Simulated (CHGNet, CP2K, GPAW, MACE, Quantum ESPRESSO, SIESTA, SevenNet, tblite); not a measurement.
# Generalised stacking fault on (111) (glide set) of a Ge-Si solid solution (72 atoms) in tblite

Aim: run generalised stacking fault on (111) (glide set) of a Ge-Si solid solution (72 atoms) in tblite and see how near its forces come to a plane-wave reference, and at what cost.

Main program and level: tblite 0.8.0; the method is named at each step.

### 1. The structure

The cell holds 72 atoms: 51 Ge and 21 Si. Cell: a = 6.849 Å, b = 11.862 Å, c = 19.704 Å, α = 90.0°, β = 83.3°, γ = 90.0°. Diamond-structure Ge lattice (a = 5.5919 Å, the value set for the mixture), cell with z along [111], 1 x 3 x 2 periods; the third cell vector is tilted by 0.333 of 1/2[11-2] and lengthened by 0.2 Å, so the cell holds one fault (glide set); displaced by a Gaussian of 0.01 Å; 21 of 72 Ge sites given to Si at random (lattice constant by Vegard's rule between Ge and Si). Then every atom was moved at random, 0.05 Å r.m.s. a Cartesian component. The structure's axis is c.

The yardstick, on the same geometry:

```
method                 : Kohn-Sham DFT, PBE, SSSP efficiency 1.3.0 pseudopotentials, plane waves (Quantum ESPRESSO 7.5); sssp-pbe-1.3.0-efficiency, cutoffs 45/360 Ry, Γ point
r.m.s. force component : 0.9025 eV/Å
longest force          : 3.609 eV/Å
pressure               : 2.194 GPa
time                   : 7.6 min on 2 MPI ranks of Arm Neoverse V1, shared host
CPU time               : 15 min
```

### 2. GFN1-xTB

Method: GFN1-xTB tight binding, diagonalisation.

run.py reads:

```python
import numpy as np
from ase.io import read
from tblite.ase import TBLite

atoms = read("structure.xyz")
atoms.calc = TBLite(method="GFN1-xTB", electronic_temperature=580, accuracy=1.0, max_iterations=250, mixer_damping=0.1, verbosity=1)
energy = atoms.get_potential_energy()
forces = atoms.get_forces()
print(f"energy {energy:.6f} eV")
print("forces (eV/A)")
for i, (a, f) in enumerate(zip(atoms, forces)):
    print(f"{i:4d} {a.symbol:2s} {f[0]:10.5f} {f[1]:10.5f} {f[2]:10.5f}")
stress = -atoms.get_stress(voigt=False) * 160.21766
print("stress (GPa, compression positive)")
for row in stress:
    print(" ".join(f"{x:10.4f}" for x in row))
print("charges (e)")
print(np.array2string(atoms.get_charges(), precision=4, suppress_small=True, max_line_width=110, threshold=100000))
```

structure.xyz reads:

```xyz
72
Lattice="6.84865 0.00000 0.00000 0.00000 11.86221 0.00000 2.28286 0.00000 19.57091" Properties=species:S:1:pos:R:3 pbc="T T T"
Ge 3.38606 1.94861 0.45581
Ge 3.40994 1.96023 2.87986
Ge 5.68885 1.90021 3.57052
Si 5.72480 1.98811 6.15505
Si 6.88244 11.85841 0.43056
Ge 6.84652 11.74015 2.88984
Si 2.36319 0.07734 3.55975
Ge 2.26112 0.00641 6.07011
Ge 4.58583 11.85284 6.81342
Si 4.59966 0.04401 9.32573
Si 3.37787 5.96610 0.37791
Si 3.45918 5.95234 2.80412
Ge 5.72857 5.87618 3.70262
Ge 5.73003 5.96100 6.06424
Si 6.85808 3.96708 0.44602
Ge 6.88940 3.90255 2.71840
Ge 2.36267 3.96340 3.62101
Si 2.26484 3.96506 6.01453
Ge 4.52734 3.94466 6.84101
Si 4.54806 3.97740 9.32906
Ge 1.19547 1.96213 6.77878
Ge 1.13381 1.94149 9.28914
Si 3.35439 2.04350 10.12442
Si 3.49172 1.93152 12.51012
Ge 5.70827 1.98395 13.43171
Si 5.70710 1.91456 15.68980
Ge 6.83373 0.03523 10.04653
Ge 6.83160 11.83457 12.55004
Si 2.19489 0.08387 13.25420
Ge 2.29487 0.05089 15.78002
Ge 4.45026 0.07616 16.59535
Si 4.48792 11.74549 18.94738
Ge 3.48233 9.81432 0.34288
Si 3.51253 9.83389 2.82702
Ge 5.66801 9.86248 3.62023
Ge 5.75484 9.84860 6.04800
Ge 6.85198 8.00177 0.40199
Ge 6.85088 7.95598 2.83504
Ge 2.23530 7.99952 3.68168
Ge 2.35100 7.89940 6.11434
Ge 4.56763 7.93475 6.86822
Ge 4.59710 7.98920 9.43768
Ge 1.14397 5.97084 6.91499
Ge 7.88831 5.85851 9.30636
Ge 3.45134 5.87986 10.12070
Ge 3.40198 5.94463 12.41422
Ge 5.70829 5.93229 13.33738
Ge 5.68518 5.91901 15.69567
Si 6.81029 3.98416 10.09096
Si 6.84259 3.95391 12.55611
Ge 2.26056 3.90848 13.29060
Ge 2.27499 4.00694 15.75928
Ge 4.49121 3.93220 16.60944
Ge 4.54467 3.89294 18.94484
Ge 8.07296 1.92808 16.58811
Ge 8.01635 2.04754 18.85931
[... 12 atom lines left out ...]
Si 7.92122 5.84712 16.60416
Si 7.99637 5.97333 19.02038
Ge 7.88926 9.87541 16.54388
Si 7.97829 9.91277 18.92527
```

The run is started by

```
$ OMP_NUM_THREADS=1 python run.py > output.txt
```

The log of the run:

```text
------------------------------------------------------------
  cycle        total energy    energy error   density error
------------------------------------------------------------
      1     -114.9587869775  -1.1518759E+02   4.5566427E-01
      2     -123.5319125011  -8.5731255E+00   3.1754375E-01
      3     -124.0645996692  -5.3268717E-01   2.8010728E-01
      4     -117.4179693872   6.6466303E+00   2.7306857E-01
      5     -107.0089696973   1.0409000E+01   2.4538979E-01
      6     -124.2796414697  -1.7270672E+01   7.0702750E-02
      7     -124.5751152094  -2.9547374E-01   2.7675871E-02
      8     -124.5834581692  -8.3429597E-03   2.3345923E-02
      9     -124.6498689131  -6.6410744E-02   1.8458613E-02
     10     -124.6832705742  -3.3401661E-02   1.1899532E-02
     11     -124.6880046406  -4.7340664E-03   7.5924251E-03
     12     -124.6895198385  -1.5151978E-03   3.1293774E-03
     13     -124.6899962833  -4.7644479E-04   2.0174904E-03
     14     -124.6901056126  -1.0932936E-04   1.4197306E-03
     15     -124.6901147657  -9.1530558E-06   1.1427176E-03
     16     -124.6900880517   2.6713959E-05   8.6171237E-04
     17     -124.6901355140  -4.7462239E-05   4.8022354E-04
     18     -124.6901388032  -3.2892503E-06   2.9565671E-04
     19     -124.6901404225  -1.6192558E-06   2.1402089E-04
     20     -124.6901404713  -4.8818791E-08   1.6966495E-04
     21     -124.6901401829   2.8840797E-07   9.3473013E-05
     22     -124.6901405597  -3.7680441E-07   5.5817420E-05
     23     -124.6901406439  -8.4266304E-08   3.6424945E-05
     24     -124.6901406554  -1.1450453E-08   2.8266863E-05
     25     -124.6901406367   1.8705904E-08   2.2816068E-05
     26     -124.6901406489  -1.2259491E-08   1.4475428E-05
------------------------------------------------------------
 total:                                   8.217 sec
energy -3392.991551 eV
forces (eV/A)
   0 Ge    0.19193   -0.70235   -0.99509
   1 Ge    0.86973    1.14902   -1.02729
   2 Ge    0.30789    0.22597    1.38795
   3 Si    0.15925    0.01079   -1.19163
   4 Si   -0.37054   -0.01227   -0.78135
   5 Ge    1.05882    0.81330   -0.98499
   6 Si   -0.92508   -2.23950    0.84867
   7 Ge    0.84029   -0.44322   -1.46728
   8 Ge   -0.25678    0.03940    1.15113
   9 Si   -0.95408    0.41812   -0.71427
  10 Si    0.40658   -0.23556   -0.52666
  11 Si   -0.09838    0.51389   -0.34086
  12 Ge   -0.15465    0.23780   -0.74271
  13 Ge    0.02610   -0.33050    0.15384
  14 Si   -0.07070    0.53358   -2.39666
  15 Ge    0.20974   -0.08434    1.31691
  16 Ge   -0.66133    0.60432    0.26397
  17 Si    0.09474    0.30055   -0.00871
  18 Ge   -0.07746    0.24799    0.81552
  19 Si    0.46768   -1.04017   -0.69906
  20 Ge   -0.64814    0.74776    1.06307
  21 Ge    0.15205    1.23206   -0.70215
  22 Si    0.89018   -0.34586    0.11858
  23 Si   -0.35023    0.29490   -0.33629
[...]
64 Ge    0.34360    1.29571    0.03886
  65 Ge   -0.46074   -0.59234    0.54812
  66 Ge   -0.48040   -0.17305    1.29322
  67 Si   -0.21462   -0.59805   -0.10261
  68 Si    0.07942    1.06781    0.53063
  69 Si   -0.30397   -0.16811    0.62621
  70 Ge    2.01974    0.11455    0.64094
  71 Si    0.23740    0.42403    0.88599
stress (GPa, compression positive)
    3.5575     0.1618     0.1654
    0.1618    12.7201    -0.1254
    0.1654    -0.1254     6.2101
charges (e)
[-0.0399 -0.0046 -0.0291  0.1695  0.0985 -0.0865  0.1242 -0.0225 -0.1237  0.1256  0.0485  0.1332 -0.0389
  0.0153  0.1218 -0.0421 -0.087   0.1663 -0.1658  0.1004 -0.0797 -0.0944  0.0499  0.1024 -0.1543  0.1725
 -0.0343 -0.0329  0.1135 -0.0377 -0.1011  0.141  -0.2409  0.1497 -0.0483  0.0141 -0.15    0.029  -0.0991
  0.0085 -0.0203  0.009  -0.0526 -0.0296 -0.0612  0.0084 -0.0501 -0.0387  0.0865  0.1444 -0.1173 -0.0281
 -0.0321 -0.0878 -0.0225 -0.0962 -0.0208  0.007  -0.0603 -0.0591 -0.0071  0.024  -0.0024 -0.0015 -0.0242
 -0.042  -0.0448  0.148   0.1257  0.0615 -0.0292  0.1424]
```

The job ended after 8.8 s (1 thread of Arm Neoverse V1, shared host; peak memory 0.15 GiB).

Banners, paths, timers and routine set-up lines are dropped from the logs unmarked, and long logs keep their key lines alone; longer cuts are marked.

Numbers from this run, and their distance from the reference:

| Property | Result |
| --- | --- |
| r.m.s. force component | 0.8056 eV/Å |
| r.m.s. difference of force components | 233.7 meV/Å |
| longest difference of force vectors | 837.5 meV/Å |
| force difference over r.m.s. force | 25.89 % |
| slope of forces against the reference's | 0.8649 |
| correlation of force components | 0.9689 |
| pressure | 7.496 GPa |
| pressure difference | 5.302 GPa |

Length of the force difference by element (eV/Å):

```tsv
element	atoms	mean	most
Ge	51	0.37	0.84
Si	21	0.35	0.79
```

The surroundings of Ge40, picked at random, nearest first, numbered as they follow in the input and with coordinates relative to it.

```tsv
atom	x	y	z	distance (Å)	bonds	Mulliken charge (e)	Fx	Fy	Fz (eV/Å)
Ge40	0.00	0.00	0.00	0.00	4	0.01	-0.73	0.53	-0.60
Ge41	2.22	0.04	0.75	2.34	4	-0.02	0.46	-0.19	1.27
Ge43	-1.21	-1.93	0.80	2.41	4	-0.05	0.03	-0.70	0.02
Ge39	-0.12	0.10	-2.43	2.44	4	-0.10	0.66	-0.74	0.11
Ge57	-1.29	2.02	0.69	2.50	4	-0.02	1.38	-0.50	1.02
Ge14	3.38	-1.94	-0.05	3.90	4	0.02	0.03	-0.33	0.15
Ge36	3.40	1.95	-0.07	3.92	4	0.01	-1.27	0.26	-0.97
Si18	-0.09	-3.93	-0.10	3.94	4	0.17	0.09	0.30	-0.01
Ge36	-3.44	1.95	-0.07	3.96	4	0.01	-1.27	0.26	-0.97
```

Atoms are counted from 1 here, from 0 in the log.

Forces lie 26 % from the reference's, at 0.0096 times its CPU time (on 1 against 2 cores).

### 3. Outcome

```
force difference from the reference : tblite GFN1-xTB, 26 %
its CPU time                        : 8.8 s
```

Tight binding differs by 26 % (tblite GFN1-xTB); it is another model, with fitted parameters of its own, and the xTB methods hold dispersion. One electronic-structure run takes under half the reference's CPU time: tblite GFN1-xTB, at 26 % in 8.8 s against 15 min; its pressure misses by +5.3 GPa. Periodic xTB results under one method name differ between programs and library versions. The reference's pressure holds the uncorrected Pulay stress of its 45 Ry basis, so small pressure differences, and their order, may be the reference's own error. The reference's stress is far from hydrostatic: its diagonal is -2.5, 7.8, 1.3 GPa, compression counted positive. The host structure and its lattice constant were typed by rule, without a check against the phase diagram. The reference's pressure of 2.2 GPa belongs to a cell and atoms that aren't relaxed at this level. The electronic-structure runs sample only Γ, in a cell whose shortest periodic width is 7 Å, which is coarse for a cell with partly filled levels.

[Also dropped from logs without a mark: logging warnings of Python, and SIESTA's first energy breakdown and zero terms.]

[Logs are printed without paths, hosts, clocks, repeated set-up lines and the standing remarks that a program may print on its own settings, such as how far it seeks lower states.]

[Hosts, paths, dates, database ids (printed as entryN), source tags and the programs' standing remarks are cut or masked in the printed files.]
